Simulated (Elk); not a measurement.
Planning a run of Elk 11.2.3 (patched build) on AgCl (Fm-3m). The input:

```
tasks
  0

xctype
  20

rgkmax
  8.5

gmaxvr
  18.0

lmaxapw
  10

lmaxo
  8

nxlo
  2

lorbcnd
  .true.

autolinengy
  .true.

tshift
  .false.

ngridk
  6 6 6

swidth
  0.0005

maxscl
  80

vkloff
  0.05 0.15 0.25

nempty
  10

sppath
  './'

avec
  0.0000000000 5.2883985598 5.2883985598
  5.2883985598 0.0000000000 5.2883985598
  5.2883985598 5.2883985598 -0.0000000000

atoms
  2
  'Ag.in'
  1
  0.0000000000 0.0000000000 0.0000000000
  'Cl.in'
  1
  0.5000000000 0.5000000000 0.5000000000
```

```sh
OMP_NUM_THREADS=4 elk > log
```

**Question.** Estimate wall time and host memory on 4 threads of Arm Neoverse V2, shared host.

It took 62 s; on shared hardware allow 31 s to 2.1 min. Peak host memory was 0.21 GiB.

[Paths, hosts, dates, memory and timing lines, banners, echoed tables and standing remarks are left out of the program output.]

[Logs are printed without paths, hosts, clocks, repeated set-up lines and the standing remarks that a program may print on its own settings, such as how far it seeks lower states.]

[Runs of the session that timed out or met a known fault of the program may be left out.]

[Hosts, paths, dates, database ids (printed as entryN), source tags and the programs' standing remarks are cut or masked in the printed files.]
